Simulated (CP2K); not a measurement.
The O K edge of silyloxirane was computed by TDDFT (CP2K XAS_TDP, aug-pc-1, TDA) at these levels: PBEh(45%), PBEh(45%) + GW2X and PBEh(60%). The first three lines of O4 (bonded to 2 C) with a strength over 0.0015, energy in eV and strength:

```csv
run,first,second,third
1,535.21 (0.051),536.16 (0.050),538.43 (0.002)
2,533.79 (0.041),534.65 (0.039),536.87 (0.005)
3,529.55 (0.042),530.41 (0.040),532.63 (0.005)
```

Q: Which run is which?

Run 1: PBEh(60%) (60 % exact exchange). Run 2: PBEh(45%) + GW2X (45 % exact exchange). Run 3: PBEh(45%) (45 % exact exchange). Self-interaction lifts the core level, so the uncorrected lines rise with the share of exact exchange. The GW2X run keeps the spacings of its parent: 0.86 eV between the first two lines in run 2, 0.86 eV in run 3. Its shift is +4.24 eV, since the Kohn–Sham level at this share of exchange lies that far above the quasiparticle level.

[Banner, clock and machine lines of the logs are left out without a mark of their own.]

[Logs are printed without paths, hosts, clocks, repeated set-up lines and the standing remarks that a program may print on its own settings, such as how far it seeks lower states.]

[Hosts, paths, dates, database ids (printed as entryN), source tags and the programs' standing remarks are cut or masked in the printed files.]
